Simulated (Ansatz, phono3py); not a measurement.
# LiH (Fm-3m): lattice thermal conductivity

Aim: the lattice thermal conductivity of LiH against temperature, and which phonons carry it.

Measurements to reproduce:
- thermal conductivity 15 W/m/K near room temperature (given in “Combining the AFLOW GIBBS and Elastic Libraries to efficiently and robustly screen thermo-mechanical properties of solids”, 2017, arXiv:1611.05714)
- thermal conductivity 15 W/m/K near room temperature (given in “Predicting the lattice thermal conductivity of solids by solving the Boltzmann transport equation: AFLOW - AAPL an automated, accurate and efficient framework”, 2017, arXiv:1611.05481)

Method: DFT LDA, scalar-relativistic, plane waves, PAW; PAW set soft_1, in Ansatz 0.2.0.

Report form: the programs' logs are mostly left out.

The database entry behind the starting cell differs from later determinations by our own check (the deuteride, about 0.2 % short), so it need not match the best structure at ambient conditions.

## (1) Set-up

The structure is cubic, space group Fm-3m (No. 225). Conventional cell: a = 4.074 Å, b = 4.074 Å, c = 4.074 Å, α = 90.00°, β = 90.00°, γ = 90.00°. Nearest to Li lie 6 H at 2.04 Å. H has 6 Li at 2.04 Å nearest. Farther neighbours are not listed.

## (2) Probe on a coarse mesh

A cheap single point shows whether the cell is a metal or an insulator and how far it is from rest; that sets the k-mesh and the occupations of what follows.

Contents of input.yaml:

```yaml
crystal:
  lattice:
    - [0.0, 2.03675, 2.03675]
    - [2.03675, 0.0, 2.03675]
    - [2.03675, 2.03675, 0.0]
  atoms:
    - { symbol: Li, position: [0.0, 0.0, 0.0] }
    - { symbol: H, position: [0.5, 0.5, 0.5] }
kpoints:
  mp_grid: { grid: [8, 8, 8] }
hamiltonian:
  xc: lda
  pseudopotentials: { kind: paw, azcp: { folder: soft_1 }, xc_functional: pbe }
scf:
  occupations: { method: gaussian, width: 0.1 }
  lower_state_search: "off"
output:
  forces: true
  stress: true
  eigenvalues: true
```

Run with:

```sh
$ ansatz run input.yaml --threads 8 --pin off --max-ram 19456MiB --backend cpu --events-out ev --progress --plain --runs-dir out
```

It took 0.75 s on 8 threads of Arm Neoverse V2, shared host; peak memory 0.2 GiB.

This step gave:

```yaml
pressure: -4.086 GPa
gap_on_the_k_mesh: 2.656 eV
volume_per_atom: 8.449 Å³/atom
```

The start is under -4.1 GPa at this level and looks like an insulator or semiconductor on this mesh.

## (3) Relaxation

The vibrations must be taken about the equilibrium of this functional, not about the starting cell, so the structure is relaxed.

input.yaml, the sections that differ from step 2:

```yaml
kpoints:
  mp_grid: { grid: [10, 10, 10] }
scf:
  occupations: { method: gaussian, width: 0.02 }
  lower_state_search: "off"
relax:
  adjacent_minimum: "off"
  f_tol: 0.005
  max_steps: 80
  cell: { stress_tol: 0.05 }
# crystal, hamiltonian, output: as in step 2
```

Run time: 0.75 s. Hardware: 8 threads; peak memory 0.22 GiB.

Relaxation path:

```csv
step,energy less that of the first step (eV),largest force component (eV/Å),pressure (GPa),volume (Å³)
1,0.0000,0.0000,-4.09,16.90
2,-0.0263,0.0000,-1.17,15.40
3,-0.0283,0.0000,0.19,14.87
4,-0.0283,0.0000,-0.01,14.94
5*,-0.0275,0.0000,-0.05,14.94
```

Relaxation steps marked * repeat the geometry before them on a plane-wave basis chosen anew for their cell, so energy and pressure can jump there.

Forces are held to the 48 operations that the run works with; a distortion that breaks them can't arise in this run.

```csv
"conventional cell, symmetrised",before,after,change
a (Å),4.074,3.910,-4.0 %
b (Å),4.074,3.910,-4.0 %
c (Å),4.074,3.910,-4.0 %
volume (Å³/atom),8.45,7.47,-11.6 %
```

The relaxed structure:

```cif
data_structure
_symmetry_space_group_name_H-M 'P 1'
_symmetry_Int_Tables_number 1
_cell_length_a 2.7647
_cell_length_b 2.7647
_cell_length_c 2.7647
_cell_angle_alpha 60.000
_cell_angle_beta 60.000
_cell_angle_gamma 60.000
_cell_volume 14.94
loop_
_atom_site_label
_atom_site_type_symbol
_atom_site_fract_x
_atom_site_fract_y
_atom_site_fract_z
_atom_site_occupancy
Li1 Li 0.00000 0.00000 0.00000 1
H2 H 0.50000 0.50000 0.50000 1
```

Numbers from this step:

```
pressure          : -0.04509 GPa
gap on the k-mesh : 2.541 eV
volume per atom   : 7.471 Å³/atom
```

The relaxation ends with a pressure of -0.05 GPa.

## (4) A second relaxation

The relaxation is run once more from where the first one ended, as the script does after a large change of volume or of the gap, with mesh and occupations reviewed.

Edit input.yaml of step 3 so:

```diff
@@ -2,5 +2,5 @@
   lattice:
-    - [0.0, 2.03675, 2.03675]
-    - [2.03675, 0.0, 2.03675]
-    - [2.03675, 2.03675, 0.0]
+    - [0.0, 1.9549304388, 1.9549304388]
+    - [1.9549304388, 0.0, 1.9549304388]
+    - [1.9549304388, 1.9549304388, 0.0]
   atoms:
```

It took 0.4 s on 8 threads; peak memory 0.2 GiB.

Little changed from the start: no atom moved by 0.005 Å and no cell edge by 0.1 %.

## (5) Tight relaxation

The relaxation is repeated with tighter thresholds on force and stress, since phonons are sensitive to what is left; a change of mesh or smearing in the input moves the cell too.

input.yaml, the sections that differ from step 4:

```yaml
kpoints:
  mp_grid: { grid: [12, 12, 12] }
scf:
  occupations: { method: fixed }
  lower_state_search: "off"
output:
  forces: true
  stress: true
  eigenvalues: true
  write_density: true
  write_potential: true
  elf: true
  volumetric_format: npy
relax:
  adjacent_minimum: "off"
  f_tol: 0.001
  max_steps: 60
  cell: { stress_tol: 0.01 }
# crystal, hamiltonian: as in step 4
```

It took 0.79 s on 8 threads; peak memory 0.22 GiB; 3.1 s of CPU time.

Little changed from the start: no atom moved by 0.005 Å and no cell edge by 0.1 %.

Numbers from this step:

```
pressure          : -5.44e-4 GPa
gap on the k-mesh : 2.539 eV
volume per atom   : 7.463 Å³/atom
```

Electrostatic potential energy in the ac plane of the conventional cell at fractional y = 0.000, with atoms of Li and H within 0.2 Å of it. With pseudopotentials it is smooth inside the atoms' cores, unlike the true potential.

Values in eV, 14 rows by 14 columns, each cell a mean:
```
-33 -24  -9   1   3  -1 -17 -25  -9   2   3  -2 -15 -30
-18 -12  -3   2   4   3  -1  -3   1   4   3   1  -6 -15
 -3  -1   2   3   4   4   3   3   3   4   4   3   1  -2
  2   3   4   4   3   2   1   1   1   3   4   4   3   3
  1   3   4   4   2  -3  -9 -11  -7   0   3   4   4   2
-15  -4   3   3  -1 -12 -24 -28 -20  -7   1   3   1  -9
-34 -15   1   2  -3 -18 -33 -36 -28 -11   1   3  -3 -25
-25  -9   2   3  -2 -15 -30 -33 -24  -9   1   3  -1 -17
 -3   1   4   3   1  -6 -15 -18 -12  -3   2   4   3  -1
  3   3   4   4   3   1  -2  -3  -1   2   3   4   4   3
  1   1   3   4   4   3   3   2   3   4   4   3   2   1
-11  -7   0   3   4   4   2   1   3   4   4   2  -3  -9
-28 -20  -7   1   3   1  -9 -15  -4   3   3  -1 -12 -24
-36 -28 -11   1   3  -3 -25 -34 -15   1   2  -3 -18 -33
```
Columns run along a (3.9 Å; values clipped at the 3rd and 97th percentile), rows up along c (3.9 Å), edges of the conventional cell, whose origin can differ from the input's. Atoms in or near the plane, at fractional coordinates: Li at (0.00, 0.00), Li at (0.50, 0.50), H at (0.50, 0.00), H at (0.00, 0.50).

ELF in the ac plane of the conventional cell at fractional y = 0.000, with atoms of Li and H within 0.2 Å of it. It is the smooth field of the valence electrons, not physical close to the nuclei.

Ten even steps from '0' (0.47 × 1e-1) to '9' (9.99 × 1e-1), each cell a mean:
```
84017999995027
20016999984002
00013678752000
55311111111245
99730001001589
99950046301799
99950289611899
99950278401799
99840022001699
87520000001367
11112455531111
10015899973000
63017999995004
96118999995028
```
Columns run along a (3.9 Å), rows up along c (3.9 Å), edges of the conventional cell, whose origin can differ from the input's. Atoms in or near the plane, at fractional coordinates: Li at (0.00, 0.00), Li at (0.50, 0.50), H at (0.50, 0.00), H at (0.00, 0.50).

Valence density in the ac plane of the conventional cell at fractional y = 0.000, with atoms of Li and H within 0.2 Å of it. It is the smooth field of the valence electrons, not physical close to the nuclei.

Ten steps, logarithmic in the rise over the least value, from '0' (0.1 e/Å³) to '9' (8.3 e/Å³), each cell a mean:
```
97202355421058
53001233320015
10000122110000
11000000000001
32100023100122
44210378610134
64311599830235
54210589720235
33200155300123
21100001000012
00000011100000
31001223210002
86101344421037
98302356431159
```
Columns run along a (3.9 Å), rows up along c (3.9 Å), edges of the conventional cell, whose origin can differ from the input's. Atoms in or near the plane, at fractional coordinates: Li at (0.00, 0.00), Li at (0.50, 0.50), H at (0.50, 0.00), H at (0.00, 0.50).

The residual pressure is -5.4e-4 GPa, small enough for phonons.

## (6) Anharmonic force constants and conductivity, k-mesh 9×9×9, third order supercell 3×3×3

The supercell must be wider than twice the pair cutoff, and the number of displaced cells grows with the pairs inside it, which is where the cost lies.

Contents of input.yaml:

```yaml
crystal:
  lattice:
    - [0.0, 1.9541756064, 1.9541756064]
    - [1.9541756064, 0.0, 1.9541756064]
    - [1.9541756064, 1.9541756064, 0.0]
  atoms:
    - { symbol: Li, position: [0.0, 0.0, 0.0] }
    - { symbol: H, position: [0.5, 0.5, 0.5] }
kpoints:
  mp_grid: { grid: [9, 9, 9] }
hamiltonian:
  xc: lda
  pseudopotentials: { kind: paw, azcp: { folder: soft_1 }, xc_functional: pbe }
scf:
  occupations: { method: fixed }
  lower_state_search: "off"
output:
  eigenvalues: true
phonons:
  method: fd
  dielectric: true
  supercell: [3, 3, 3]
  temperatures: { t_max: 1000, t_step: 50 }
  qpath:
    path:
      - [[0.0, 0.0, 0.0], [0.5, 0.0, 0.5], [0.625, 0.25, 0.625]]
      - [[0.375, 0.375, 0.75], [0.0, 0.0, 0.0], [0.5, 0.5, 0.5], [0.5, 0.25, 0.75], [0.5, 0.0, 0.5]]
    npoints: 10
  third_order: { supercell: [3, 3, 3], pair_cutoff: 2.914 }
  lattice_thermal_conductivity:
    qmesh: [17, 17, 17]
    temperatures: [100.0, 150.0, 200.0, 300.0, 400.0, 500.0]
    isotope_mass_variance:
      - { species: H, variance: 0.0001146 }
      - { species: Li, variance: 0.001459 }
```

It took 2.2 min on 8 threads; peak memory 2.4 GiB; 16 min of CPU time.

Numbers from this step:

| Item | Value |
| --- | --- |
| Γ frequencies | 0, 0, 0, 646.8, 646.8, 646.8 cm⁻¹ (negative: imaginary) |
| lowest frequency on the path | 0 cm⁻¹ |
| zero-point energy | 0.2351 eV/cell |
| point group | m-3m |
| highest frequency | 1099 cm⁻¹ |
| Debye temperature from the second moment | 1298 K |
| κ at 300 K (relaxation time) | 27.37 W/m/K |
| κ at 300 K (full solution) | 30.44 W/m/K |
| dipole term | run |
| mean free path at half of κ | 21.8 nm |
| share of κ above the three lowest branches | 0.033 |
| third-order blocks | 350 |
| periodic aliases dropped | 24 |
| largest relative sum-rule correction | 0.3426 |
| displaced cells, third order | 50 |

LO-TO term included. The phonon branches at the labelled points (cm⁻¹):

```csv
point,branch 1,branch 2,branch 3,branch 4,branch 5,branch 6
Γ,0,0,0,647,647,1099
halfway,256,256,370,772,772,1083
X,333,333,434,857,857,1039
halfway,333,356,430,856,886,1027
U,330,408,418,855,951,993
jump to K,330,408,418,855,951,993
halfway,241,285,406,792,803,1082
Γ,0,0,0,647,647,1099
halfway,215,215,367,762,762,1094
L,304,304,541,857,857,1088
halfway,322,356,487,858,910,1039
W,372,399,399,901,955,955
halfway,353,356,426,879,888,1016
X,333,333,434,857,857,1039
```

W/m/K. Kappa, by row:

```csv
T (K),RTA xx,RTA yy,RTA zz,full xx,full yy,full zz,coherence part xx,coherence part yy,coherence part zz,ending,iterations,least Ritz value
100,103.5,103.5,103.5,113.2,113.2,113.2,0.0388,0.0388,0.0388,converged,7,0.627
150,56.33,56.33,56.33,62.9,62.9,62.9,0.07112,0.07112,0.07112,converged,7,0.6
200,41.54,41.54,41.54,46.55,46.55,46.55,0.1028,0.1028,0.1028,converged,8,0.602
300,27.37,27.37,27.37,30.44,30.44,30.44,0.1813,0.1813,0.1813,converged,8,0.58
400,20.43,20.43,20.43,22.55,22.55,22.55,0.262,0.262,0.262,converged,9,0.548
500,16.44,16.44,16.44,18.06,18.06,18.06,0.3343,0.3343,0.3343,converged,9,0.528
```

The lattice thermal conductivity by temperature:

```csv
temperature (K),RTA xx (W/m/K),full xx (W/m/K)
100,104,113
150,56.3,62.9
200,41.5,46.5
300,27.4,30.4
400,20.4,22.6
500,16.4,18.1
```

The modes has structure finer than the step of the table below, so its rows give means over 50 cm⁻¹, whole bins alone (the curve runs from -10 to 1142 cm⁻¹). Peaks (cm⁻¹: height): H 852.3: 0.0249, 1077.0: 0.0113; Li 323.3: 0.0213, 439.3: 0.0127.

Phonopy on the run's constants, 21x21x21 mesh, Gaussian sigma 8.2 cm⁻¹. The modes by wavenumber; means over each step; values in 1/cm⁻¹/cell:

```csv
wavenumber (cm⁻¹),H,Li
50,1.1e-5,8.9e-5
100,4.8e-5,4.0e-4
150,9.6e-5,9.9e-4
200,1.5e-4,0.00219
250,2.0e-4,0.00495
300,2.0e-4,0.0148
350,1.4e-4,0.0145
400,1.1e-4,0.00676
450,1.1e-4,0.0101
500,3.1e-5,0.00365
550,9.7e-7,4.3e-4
600,0,0
650,2.8e-4,3.6e-5
700,0.00128,1.2e-4
750,0.00276,1.7e-4
800,0.00624,1.8e-4
850,0.0180,1.3e-4
900,0.00784,3.0e-5
950,0.00317,3.6e-6
1000,0.00449,2.5e-6
1050,0.00945,1.2e-4
1100,0.00537,3.2e-4
```

Distinct triplets, nearest first. Third order norms, by row:

```csv
sites,side 1 (Å),side 2 (Å),side 3 (Å),norm of the 27 components (eV/Å³)
Li-Li-Li,0,0,0,0
H-H-H,0,0,0,0
Li-H-H,0,1.95,1.95,4.959
Li-H-Li,0,1.95,1.95,5.116
Li-H-H,1.95,1.95,2.76,0.198
Li-H-Li,1.95,1.95,2.76,0.324
Li-Li-Li,0,2.76,2.76,1.523
Li-Li-Li,2.76,2.76,2.76,0.055
H-H-H,0,2.76,2.76,0.441
H-H-H,2.76,2.76,2.76,0.147
```

Born charge (rows field, columns displacement) (e), principal values of the symmetric part by kind of site:

```csv
atom,atoms with these values,low,middle,high,mean
Li1,1,1.02,1.02,1.02,1.02
H2,1,-1.02,-1.02,-1.02,-1.02
```

In full for Li1:

```
1.02 0.00 0.00
0.00 1.02 0.00
0.00 0.00 1.02
```

RTA, 300 K. Kappa by branch, by row:

```csv
branch (by rank),mean frequency (THz),mean rms speed (km/s),median lifetime (ps),share of kappa
1,8.82,2.44,1.81,0.207
2,9.65,3.28,1.94,0.435
3,13.03,3.5,0.7,0.325
4,24.88,2.17,0.207,0.004
5,25.81,3.62,0.399,0.025
6,31.49,1.98,0.0601,0.004
```

Spectral kappa at 300 K against frequency; read off at these points; values in W/m/K/THz:

```csv
frequency (THz),relaxation time (W/m/K/THz),full solution (W/m/K/THz)
0.5,0,0
1.5,0.604,0.595
2.5,2.43,2.47
3.5,1.31,1.30
4.5,1.48,1.60
6.5,3.04,3.36
7.5,3.67,4.06
8.5,4.33,4.85
9.5,2.60,3.03
10.5,2.08,2.50
11.5,1.19,1.54
12.5,0.552,0.875
13.5,0.457,0.522
14.5,0.172,0.152
15.5,0.0558,0.00903
17.5,0,0
18.5,0,0
19.5,0.00137,0.00123
20.5,0.0168,0.0137
21.5,0.0257,0.0166
22.5,0.0223,0.0177
23.5,0.0302,0.0393
24.5,0.0708,0.0925
25.5,0.137,0.168
26.5,0.147,0.145
28.5,0.142,0.142
29.5,0.0839,0.0705
30.5,0.0255,-0.0190
31.5,0.00570,-0.0294
32.5,0.00127,-0.0115
```

Relaxation-time solution. Table of share of κ carried by shorter paths by mean free path:

```csv
mean free path (nm),100 K,300 K,500 K
0.316,0,0.001,0.008
0.464,0,0.002,0.013
0.681,0,0.005,0.022
1,0,0.009,0.039
1.47,0,0.018,0.065
2.15,0,0.032,0.124
3.16,0,0.061,0.217
4.64,0.001,0.114,0.297
6.81,0.003,0.192,0.372
10,0.007,0.283,0.487
14.7,0.016,0.38,0.639
21.5,0.024,0.493,0.753
31.6,0.036,0.639,0.854
46.4,0.052,0.776,0.904
68.1,0.078,0.865,0.936
100,0.129,0.926,0.965
147,0.199,0.926,1
215,0.288,0.987,1
316,0.381,1,1
464,0.5,1,1
681,0.628,1,1
1000,0.693,1,1
1470,0.722,1,1
2150,0.846,1,1
3160,1,1,1
```

300 K; a sample spread over frequency. Mode lifetimes, by row, the first 40 of 90 rows:

```csv
q1,q2,q3,branch,frequency (THz),rms speed (km/s),three-phonon rate (1/ps),isotope rate (1/ps),lifetime (ps),mean free path (nm)
0,0,0.0588,1,1.719,6.48,0.0694,2.75e-5,14.4,93.3
0,0,0.1176,2,3.353,6.03,0.266,7.79e-4,3.75,22.6
0,0,0.1765,2,4.84,5.42,0.614,0.00401,1.62,8.78
0,0.1765,0.1765,1,5.791,5.67,0.129,0.00944,7.22,41
0,0.1176,0.2353,2,6.22,5.24,0.261,0.0137,3.64,19.1
0,0.0588,-0.2353,2,6.93,4.94,0.365,0.0248,2.56,12.7
0,0.1176,0.2941,2,7.281,4.36,0.304,0.0339,2.96,12.9
0.0588,0.1765,0.3529,1,7.649,4.01,0.377,0.0463,2.37,9.49
0,0,0.1765,3,8.041,9.6,0.0524,0.0597,8.92,85.6
0.0588,0.1765,0.3529,2,8.208,4.57,0.153,0.0754,4.38,20
0,0.1176,-0.1176,3,8.511,8.74,0.299,0.0939,2.55,22.2
0.0588,0.2353,0.4118,1,8.694,3.15,0.273,0.122,2.53,7.97
0,0.1176,0.4118,2,8.837,3.2,0.387,0.148,1.87,5.98
0.0588,0.2941,0.4118,1,9.031,2.75,0.185,0.194,2.64,7.25
0,0.0588,-0.4118,2,9.128,1.94,0.347,0.258,1.65,3.21
0.1176,0.2941,-0.2353,1,9.227,2.52,0.416,0.266,1.47,3.7
0.1176,0.2941,0.4118,2,9.319,3.69,0.0665,0.268,2.99,11
0,0.1765,-0.4706,1,9.445,0.73,0.342,0.293,1.58,1.15
0.1176,0.2353,-0.4118,1,9.554,1.3,0.369,0.306,1.48,1.92
0.0588,0.1765,-0.2941,2,9.661,3.58,0.213,0.317,1.89,6.76
0,0.4118,0.4118,2,9.771,1.05,0.128,0.335,2.16,2.26
0,0.1765,-0.2941,2,9.873,3.92,0.162,0.356,1.93,7.56
0.0588,0.3529,-0.4118,1,9.969,1.17,0.267,0.387,1.53,1.79
0.0588,0.4118,-0.4706,1,10.04,1.4,0.182,0.38,1.78,2.49
0.0588,0.4706,-0.4706,1,10.12,1.02,0.2,0.302,1.99,2.03
0.1765,0.4118,-0.4118,1,10.28,2.26,0.286,0.258,1.84,4.17
0.0588,0.4118,-0.4706,2,10.45,2.5,0.227,0.236,2.16,5.39
0.0588,0.4706,-0.4118,2,10.6,2.67,0.269,0.211,2.09,5.57
0.0588,0.1176,0.2941,3,10.82,7.61,0.302,0.183,2.06,15.7
0.1765,0.4118,-0.4118,2,11.04,2.31,0.293,0.182,2.11,4.87
0,0.4118,-0.4118,2,11.28,3.46,0.34,0.176,1.94,6.7
0,0.2941,-0.4118,2,11.59,3.01,0.643,0.174,1.22,3.68
0.1176,0.2353,0.3529,3,11.86,5.24,0.731,0.114,1.18,6.21
0.2353,0.4706,-0.2941,3,12.25,2.41,0.686,0.0714,1.32,3.18
0.1765,0.4118,-0.2941,3,12.64,3.18,0.906,0.206,0.899,2.86
0.0588,0.4118,-0.4118,3,12.82,1,0.667,0.305,1.03,1.02
0.0588,0.4706,-0.4706,3,12.98,0.32,0.702,0.566,0.788,0.253
0.1176,0.4118,-0.4706,3,13.06,0.73,0.854,0.418,0.786,0.571
0.1176,0.3529,-0.4706,3,13.29,1.35,1.16,0.323,0.673,0.909
0,0.2941,-0.4706,3,13.47,2.62,1.05,0.292,0.747,1.95
```

Without the LO-TO term. Gamma linewidths, by row:

```csv
branch,frequency (cm⁻¹),three-phonon rate (1/ps),isotope rate (1/ps),FWHM (cm⁻¹)
4,646.8,1.89,5.25e-32,10
5,646.8,1.89,5.25e-32,10
6,646.8,1.89,5.25e-32,10
```

W/m/K, third of the trace; RTA populations with a boundary rate v/L added to each mode (Matthiessen's rule). Kappa by grain size, by row:

```csv
T (K),bulk,10 nm,30 nm,100 nm,300 nm,1000 nm,10000 nm,100000 nm
100,103.4,4.985,11.48,24.89,43.11,65.62,95.45,102.5
300,27.19,9.94,15.66,21.23,24.49,26.23,27.08,27.18
```

W/m/K, third of the trace; RTA populations with the isotope rates scaled. Kappa by mass disorder, by row:

```csv
T (K),no isotopes,as typed,variance x 3,variance x 10,variance x 30
100,191.9,103.4,78.8,52.52,31.51
300,39.05,27.19,20.54,14.04,9.512
```

At 300 K the relaxation-time value is 27.4 W/(m K).

(Part 1 of 2 ends here.)

[Logs are printed without paths, hosts, clocks, repeated set-up lines and the standing remarks that a program may print on its own settings, such as how far it seeks lower states.]

[Hosts, paths, dates, database ids (printed as entryN), source tags and the programs' standing remarks are cut or masked in the printed files.]

[A step with changed settings may run another functional than the one named; its input shows which.]
